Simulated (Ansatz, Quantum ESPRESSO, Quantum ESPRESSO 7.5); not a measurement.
## Rh(111) with two intrinsic faults two layers apart (four hcp-stacked layers): ballistic transmission

Aim: the zero-bias transmission with pwcond for this junction: Rh(111) with two intrinsic faults two layers apart (four hcp-stacked layers).

Program: Quantum ESPRESSO 7.5. Level of theory: plane-wave DFT, PBE, GBRV ultrasoft pseudopotentials (cross-check by Ansatz 0.2.0 with PAW datasets). Results are calculated unless marked as measured.

## (1) The structure

The cell holds 22 atoms: 22 Rh. Cell: a = 2.708 Å, b = 2.708 Å, c = 48.648 Å, α = 90.0°, β = 90.0°, γ = 60.0°. It derives from Rh. Regions: left lead, 9 atoms (9 Rh); channel, 4 atoms (4 Rh); right lead, 9 atoms (9 Rh). The structure is stacked along c, and the current runs across the ab planes.

## (2) SCF with pw.x

One periodic cell holds a stretch of lead, the junction and more lead; the atoms stay as built.

Contents of scf.in:

```
&control
  prefix = 'scf'
  outdir = './out'
  pseudo_dir = './pseudo'
  calculation = 'scf'
  tprnfor = .true.
/
&system
  ibrav = 0
  nat = 22
  ntyp = 1
  ecutwfc = 40
  ecutrho = 200
  occupations = 'smearing'
  smearing = 'mv'
  degauss = 0.01
/
&electrons
  conv_thr = 1e-07
  mixing_beta = 0.25
  electron_maxstep = 120
  mixing_mode = 'local-TF'
/
ATOMIC_SPECIES
  Rh  102.9055  rh_pbe_v1.4.uspp.F.UPF
CELL_PARAMETERS angstrom
  2.70821897194448 0.00000000000000 0.00000000000000
  1.35410948597224 2.34538642871489 0.00000000000000
  0.00000000000000 0.00000000000000 48.64753368191787
ATOMIC_POSITIONS crystal
  Rh  0.000000000000 0.000000000000 0.000000000000
  Rh  0.333333333000 0.333333333000 0.045454545455
  Rh  0.666666667000 0.666666667000 0.090909090909
  Rh  0.000000000000 0.000000000000 0.136363636364
  Rh  0.333333333000 0.333333333000 0.181818181818
  Rh  0.666666667000 0.666666667000 0.227272727273
  Rh  0.000000000000 0.000000000000 0.272727272727
  Rh  0.333333333000 0.333333333000 0.318181818182
  Rh  0.666666667000 0.666666667000 0.363636363636
  Rh  0.333333333000 0.333333333000 0.409090909091
  Rh  0.666666667000 0.666666667000 0.454545454545
  Rh  0.333333333000 0.333333333000 0.500000000000
  Rh  0.666666667000 0.666666667000 0.545454545455
  Rh  0.000000000000 0.000000000000 0.590909090909
  Rh  0.333333333000 0.333333333000 0.636363636364
  Rh  0.666666667000 0.666666667000 0.681818181818
  Rh  0.000000000000 0.000000000000 0.727272727273
  Rh  0.333333333000 0.333333333000 0.772727272727
  Rh  0.666666667000 0.666666667000 0.818181818182
  Rh  0.000000000000 0.000000000000 0.863636363636
  Rh  0.333333333000 0.333333333000 0.909090909091
  Rh  0.666666667000 0.666666667000 0.954545454545
K_POINTS automatic
  10 10 1 0 0 0
```

Run with:

```bash
$ OMP_NUM_THREADS=1 mpirun -n 8 pw.x -nk 4 -in scf.in > scf.out
```

The program printed:

```text
Program PWSCF v.7.5 starts
[citation notice left out]

     Parallel version (MPI & OpenMP), running on       8 processor cores
     Number of MPI processes:                 8
     Threads/MPI process:                     1

     MPI processes distributed on     1 nodes
[...]
Current dimensions of program PWSCF are:
     Max number of different atomic species (ntypx) = 10
     Max number of k-points (npk) =  40000
     Max angular momentum in pseudopotentials (lmaxx) =  4
     Message from routine setup:
     using ibrav=0 with symmetry is DISCOURAGED, use correct ibrav instead

     K-points division:     npool     =       4
     R & G space division:  proc/nbgrp/npool/nimage =       2
     Subspace diagonalization in iterative solution of the eigenvalue problem:
     a serial algorithm will be used

     Parallelization info
     --------------------
     sticks:   dense  smooth     PW     G-vecs:    dense   smooth      PW
     Min         180     147     45                49860    35684    6566
     Max         181     148     46                49901    35697    6575
     Sum         361     295     91                99761    71381   13141

     Using Slab Decomposition

     bravais-lattice index     =            0
     lattice parameter (alat)  =       5.1178  a.u.
     unit-cell volume          =    2085.2379 (a.u.)^3
     number of atoms/cell      =           22
     number of atomic types    =            1
     number of electrons       =       330.00
     number of Kohn-Sham states=          198
     kinetic-energy cutoff     =      40.0000  Ry
     charge density cutoff     =     200.0000  Ry
     scf convergence threshold =      1.0E-07
     mixing beta               =       0.2500
     number of iterations used =            8  local-TF  mixing
     Exchange-correlation=  SLA  PW   PBX  PBC
                           (   1   4   3   4   0   0   0)

     celldm(1)=   5.117792  celldm(2)=   0.000000  celldm(3)=   0.000000
     celldm(4)=   0.000000  celldm(5)=   0.000000  celldm(6)=   0.000000

     crystal axes: (cart. coord. in units of alat)
               a(1) = (   1.000000   0.000000   0.000000 )
               a(2) = (   0.500000   0.866025   0.000000 )
               a(3) = (   0.000000   0.000000  17.962925 )

     reciprocal axes: (cart. coord. in units 2 pi/alat)
               b(1) = (  1.000000 -0.577350  0.000000 )
               b(2) = (  0.000000  1.154701  0.000000 )
               b(3) = (  0.000000  0.000000  0.055670 )

     PseudoPot. # 1 for Rh read from file:
     ./pseudo/rh_pbe_v1.4.uspp.F.UPF
     Pseudo is Ultrasoft + core correction, Zval = 15.0
     Generated by new atomic code, or converted to UPF format
     Using radial grid of  969 points,  7 beta functions with:
                l(1) =   0
                l(2) =   0
                l(3) =   1
                l(4) =   1
                l(5) =   2
                l(6) =   2
                l(7) =   2
     Q(r) pseudized with  8 coefficients,  rinner =    1.200   1.200   1.200
                                                       1.200   1.200

     atomic species   valence    mass     pseudopotential
     Rh               15.00   102.90550     Rh( 1.00)

      6 Sym. Ops. (no inversion) found

   Cartesian axes

     site n.     atom                  positions (alat units)
         1        Rh     tau(   1) = (   0.0000000   0.0000000   0.0000000  )
         2        Rh     tau(   2) = (   0.5000000   0.2886751   0.8164966  )
         3        Rh     tau(   3) = (   1.0000000   0.5773503   1.6329932  )
         4        Rh     tau(   4) = (   0.0000000   0.0000000   2.4494897  )
         5        Rh     tau(   5) = (   0.5000000   0.2886751   3.2659863  )
         6        Rh     tau(   6) = (   1.0000000   0.5773503   4.0824829  )
         7        Rh     tau(   7) = (   0.0000000   0.0000000   4.8989795  )
         8        Rh     tau(   8) = (   0.5000000   0.2886751   5.7154761  )
         9        Rh     tau(   9) = (   1.0000000   0.5773503   6.5319726  )
        10        Rh     tau(  10) = (   0.5000000   0.2886751   7.3484692  )
        11        Rh     tau(  11) = (   1.0000000   0.5773503   8.1649658  )
        12        Rh     tau(  12) = (   0.5000000   0.2886751   8.9814624  )
        13        Rh     tau(  13) = (   1.0000000   0.5773503   9.7979590  )
        14        Rh     tau(  14) = (   0.0000000   0.0000000  10.6144556  )
        15        Rh     tau(  15) = (   0.5000000   0.2886751  11.4309521  )
        16        Rh     tau(  16) = (   1.0000000   0.5773503  12.2474487  )
        17        Rh     tau(  17) = (   0.0000000   0.0000000  13.0639453  )
        18        Rh     tau(  18) = (   0.5000000   0.2886751  13.8804419  )
        19        Rh     tau(  19) = (   1.0000000   0.5773503  14.6969385  )
        20        Rh     tau(  20) = (   0.0000000   0.0000000  15.5134350  )
        21        Rh     tau(  21) = (   0.5000000   0.2886751  16.3299316  )
        22        Rh     tau(  22) = (   1.0000000   0.5773503  17.1464282  )

     number of k points=    14  Marzari-Vanderbilt smearing, width (Ry)=  0.0100
                       cart. coord. in units 2pi/alat
        k(    1) = (   0.0000000   0.0000000   0.0000000), wk =   0.0200000
        k(    2) = (   0.0000000   0.1154701   0.0000000), wk =   0.1200000
        k(    3) = (   0.0000000   0.2309401   0.0000000), wk =   0.1200000
        k(    4) = (   0.0000000   0.3464102   0.0000000), wk =   0.1200000
        k(    5) = (   0.0000000   0.4618802   0.0000000), wk =   0.1200000
        k(    6) = (   0.0000000  -0.5773503   0.0000000), wk =   0.0600000
        k(    7) = (   0.1000000   0.1732051   0.0000000), wk =   0.1200000
        k(    8) = (   0.1000000   0.2886751   0.0000000), wk =   0.2400000
        k(    9) = (   0.1000000   0.4041452   0.0000000), wk =   0.2400000
        k(   10) = (   0.1000000  -0.6350853   0.0000000), wk =   0.2400000
[...]
k(   14) = (   0.3000000  -0.6350853   0.0000000), wk =   0.1200000

     Dense  grid:    99761 G-vectors     FFT dimensions: (  24,  24, 432)

     Smooth grid:    71381 G-vectors     FFT dimensions: (  24,  24, 375)

     Estimated max dynamical RAM per process >     221.80 MB

     Estimated total dynamical RAM >       1.66 GB

     Initial potential from superposition of free atoms

     starting charge     318.9978, renormalised to     330.0000

     negative rho (up, down):  1.310E+00 0.000E+00
     Starting wfcs are  264 randomized atomic wfcs

     total cpu time spent up to now is       11.5 secs

[...]
-25.5901 -25.5839  14.9893  15.0188  15.0542  15.0847  15.1986  15.2131
    15.3463  15.3870  15.3937  15.4070  15.4312  15.4399  15.4589  15.4681
    15.5256  15.5722  15.6677  15.7276  15.7655  15.7897  15.8689  15.8938
    15.9484  16.0785  16.0863  16.1897  16.1995  16.3417  16.3489  16.4699
    16.5567  16.6832  16.7090  16.7805  16.9821  17.0495  17.1676  17.2573
    17.4172  17.4514  17.5306  17.6041  17.6774  17.7964  17.8115  17.9556
    17.9640  18.0337  18.0521  18.0861  18.0919  18.0967  18.1210  18.1240
    18.1562  18.1774  18.2396  18.2436  18.2932  18.3129  18.3725  18.3867
    18.4354  18.5162  18.5550  18.6541  18.6886  18.8695  18.8968  18.9363
    18.9654  18.9836  19.1882  19.2187  19.2342  19.3951  19.4192  19.5369
    19.5781  19.6131  19.6571  19.7237  19.8632  19.9245  19.9818  19.9958
    20.0254  20.0369  20.0571  20.0677  20.0767  20.1130  20.1248  20.1297
    20.1334  20.1347  20.1581  20.1752  20.2088  20.2400  20.2406  20.3487
    20.3744  20.4644  20.5676  20.6118  20.6446  20.6492  20.6592  20.7014
    20.7384  20.8238  20.9438  21.0175  21.2042  21.2539  21.2604  21.3953
    21.4565  21.5156  21.6552  22.0831  22.8262  23.0041  23.9788  24.1235
    24.9838  25.5153  26.0162  26.9481  27.0815  27.9215

          k = 0.0000 0.4619 0.0000 (  8947 PWs)   bands (ev):

   -26.1945 -26.1939 -26.1648 -26.1605 -26.1547 -26.1463 -26.1385 -26.1353
   -26.1280 -26.1218 -26.1192 -26.1077 -26.1033 -26.0940 -26.0867 -26.0748
   -26.0733 -26.0640 -26.0587 -26.0499 -26.0393 -26.0323 -25.9582 -25.9142
   -25.8941 -25.8852 -25.8455 -25.8416 -25.8145 -25.8081 -25.7843 -25.7833
   -25.7779 -25.7654 -25.7622 -25.7580 -25.7578 -25.7526 -25.7466 -25.7450
   -25.7400 -25.7366 -25.7327 -25.7276 -25.7272 -25.7178 -25.7115 -25.7074
   -25.7009 -25.6976 -25.6876 -25.6838 -25.6786 -25.6691 -25.6649 -25.6583
   -25.6481 -25.6461 -25.6381 -25.6306 -25.6299 -25.6234 -25.6184 -25.6176
   -25.6163 -25.6109  14.8887  14.9003  14.9211  14.9621  14.9836  14.9912
    15.0211  15.0923  15.1050  15.1367  15.1869  15.1962  15.2373  15.2727
    15.2941  15.3520  15.3688  15.4236  15.4355  15.4777  15.5023  15.5716
    15.6171  15.6317  15.6767  15.7401  15.7792  15.8942  15.9736  16.0649
    16.2842  16.3866  16.4013  16.6124  16.6958  16.9249  17.1286  17.2028
    17.4372  17.6239  17.6567  17.7664  17.8118  17.8512  17.8542  17.8812
    17.9406  17.9976  18.0124  18.0900  18.1283  18.1642  18.2494  18.3075
    18.4080  18.4114  18.4547  18.5827  18.6160  18.7570  18.7754  18.8529
    18.9981  19.0457  19.1983  19.1996  19.3394  19.4755  19.5788  19.6506
    19.6787  19.8368  19.9864  20.0284  20.0904  20.2200  20.2736  20.4671
    20.4907  20.5026  20.7470  20.7870  20.9074  20.9241  20.9359  20.9507
    20.9601  20.9727  20.9789  20.9842  21.0266  21.0336  21.0591  21.0785
    21.0835  21.1145  21.1409  21.1657  21.1744  21.1970  21.2117  21.2323
    21.2407  21.2587  21.2701  21.2744  21.2823  21.3325  21.3775  21.4848
    21.5600  21.5964  21.6097  21.6596  21.7679  21.9244  22.1012  22.1232
    22.1895  22.2193  22.5302  22.7694  23.5797  23.8454  24.7928  24.9612
    26.0366  26.0899  27.1847  27.2151  28.0766  28.1584

          k = 0.0000-0.5774 0.0000 (  8946 PWs)   bands (ev):

   -26.2370 -26.2360 -26.2116 -26.2057 -26.2029 -26.1892 -26.1857 -26.1670
   -26.1650 -26.1629 -26.1560 -26.1491 -26.1424 -26.1332 -26.1263 -26.1244
   -26.1138 -26.1051 -26.1011 -26.0999 -26.0931 -26.0911 -25.9180 -25.8430
   -25.8284 -25.8164 -25.8164 -25.8077 -25.8066 -25.8007 -25.7987 -25.7968
   -25.7894 -25.7818 -25.7797 -25.7778 -25.7747 -25.7737 -25.7718 -25.7717
   -25.7632 -25.7614 -25.7457 -25.7442 -25.7394 -25.7367 -25.7254 -25.7242
   -25.7234 -25.7048 -25.7031 -25.6995 -25.6875 -25.6813 -25.6794 -25.6686
   -25.6589 -25.6588 -25.6482 -25.6424 -25.6400 -25.6332 -25.6288 -25.6281
   -25.6259 -25.6218  14.7099  14.7229  14.7840  14.8220  14.8385  14.8822
    14.9412  14.9433  14.9627  15.0213  15.0256  15.0738  15.1006  15.1300
    15.1874  15.1965  15.2229  15.2693  15.3213  15.3502  15.4247  15.4503
    15.4768  15.5368  15.5700  15.6297  15.6427  15.6673  15.7301  16.0348
    16.0696  16.2745  16.2940  16.5783  16.5896  16.9500  17.0267  17.2649
    17.3312  17.5198  17.5329  17.6564  17.7003  17.7510  17.7528  17.8089
    17.8219  17.9822  17.9852  18.2588  18.2594  18.2842  18.2903  18.4307
    18.5722  18.5844  18.6291  18.6306  18.6559  18.9566  18.9722  19.0791
    19.0802  19.2755  19.2839  19.5832  19.5856  19.6354  19.6643  20.0607
    20.0833  20.1097  20.1128  20.4364  20.4455  20.6117  20.6125  20.8918
    20.8965  21.0180  21.0251  21.2061  21.2340  21.2584  21.2722  21.3217
    21.3368  21.3640  21.3694  21.3773  21.3840  21.3986  21.3996  21.4232
    21.4245  21.4543  21.4556  21.4884  21.4907  21.5235  21.5267  21.5412
    21.5506  21.5685  21.5998  21.6312  21.6700  21.6781  21.7165  21.7527
    21.8688  22.1757  22.6633  22.9237  23.2167  23.5354  23.5684  24.0591
    24.1705  24.2085  24.3210  24.4992  24.6621  24.7368  24.7579  24.9131
    25.0335  25.0550  25.0869  25.1402  25.1889  25.6873

[...]
the Fermi energy is    20.8433 ev

!    total energy              =   -3766.41945288 Ry
     estimated scf accuracy    <       0.00000003 Ry
     smearing contrib. (-TS)   =      -0.00268846 Ry
     internal energy E=F+TS    =   -3766.41676441 Ry

     The total energy is F=E-TS. E is the sum of the following terms:
     one-electron contribution =    -531.49889438 Ry
     hartree contribution      =     559.42398430 Ry
     xc contribution           =    -658.66928469 Ry
     ewald contribution        =   -3135.67256964 Ry

     convergence has been achieved in  12 iterations

     negative rho (up, down):  1.346E+00 0.000E+00

     Forces acting on atoms (cartesian axes, Ry/au):

     atom    1 type  1   force =     0.00000000    0.00000000   -0.00008434
     atom    2 type  1   force =     0.00000000    0.00000000    0.00000398
     atom    3 type  1   force =     0.00000000    0.00000000   -0.00006936
     atom    4 type  1   force =     0.00000000    0.00000000   -0.00016560
     atom    5 type  1   force =     0.00000000    0.00000000    0.00036995
     atom    6 type  1   force =     0.00000000    0.00000000   -0.00031561
     atom    7 type  1   force =     0.00000000    0.00000000    0.00149836
     atom    8 type  1   force =     0.00000000    0.00000000   -0.00092729
     atom    9 type  1   force =     0.00000000    0.00000000   -0.00305275
     atom   10 type  1   force =     0.00000000    0.00000000    0.00255253
     atom   11 type  1   force =     0.00000000    0.00000000   -0.00255317
     atom   12 type  1   force =     0.00000000    0.00000000    0.00305256
     atom   13 type  1   force =     0.00000000    0.00000000    0.00092746
     atom   14 type  1   force =     0.00000000    0.00000000   -0.00149824
     atom   15 type  1   force =     0.00000000    0.00000000    0.00031520
     atom   16 type  1   force =     0.00000000    0.00000000   -0.00037016
     atom   17 type  1   force =     0.00000000    0.00000000    0.00016485
     atom   18 type  1   force =     0.00000000    0.00000000    0.00006869
     atom   19 type  1   force =     0.00000000    0.00000000   -0.00000424
     atom   20 type  1   force =     0.00000000    0.00000000    0.00008506
     atom   21 type  1   force =     0.00000000    0.00000000   -0.00030378
     atom   22 type  1   force =     0.00000000    0.00000000    0.00030591

     Total force =     0.006214     Total SCF correction =     0.000721
     SCF correction compared to forces is large: reduce conv_thr to get better values

[...]
=------------------------------------------------------------------------------=
   JOB DONE.
=------------------------------------------------------------------------------=
```

Wall time 5.7 min (8 MPI ranks of Arm Neoverse N1, shared host); peak memory 2 GiB; 46 min of CPU time.

This step gave:

| Property | Result |
| --- | --- |
| free energy | -51244.7472 eV |
| Fermi energy | 20.84 eV |

The program's own clock; routines nest. Time by routine:

```
     routine  wall time (s)  calls
       PWSCF          343.4      1
   electrons            327      1
     c_bands            291     12
     cegterg          277.6     48
       h_psi          152.7    159
        fftw          97.09  58042
    vloc_psi          88.04    159
      calbec          48.58    223
    sum_band          32.56     12
h_psi:calbec          31.99    159
       s_psi          31.87    159
  add_vuspsi          31.85    159
     cdiaghg          15.86    155
    init_run          11.31      1
```

The run needed 12 iterations to bring the estimated error under 1e-07 Ry; the largest force on any atom, held or free, is 0.08 eV/Å.

(Part 1 of 4 ends here.)

[Logs are printed without paths, hosts, clocks, repeated set-up lines and the standing remarks that a program may print on its own settings, such as how far it seeks lower states.]

[Hosts, paths, dates, database ids (printed as entryN), source tags and the programs' standing remarks are cut or masked in the printed files.]

[Maps of the electrostatic potential energy from Ansatz leave out the sawtooth potential of an applied field or a dipole correction, so their vacuum need not be flat; planar profiles and work functions include it.]
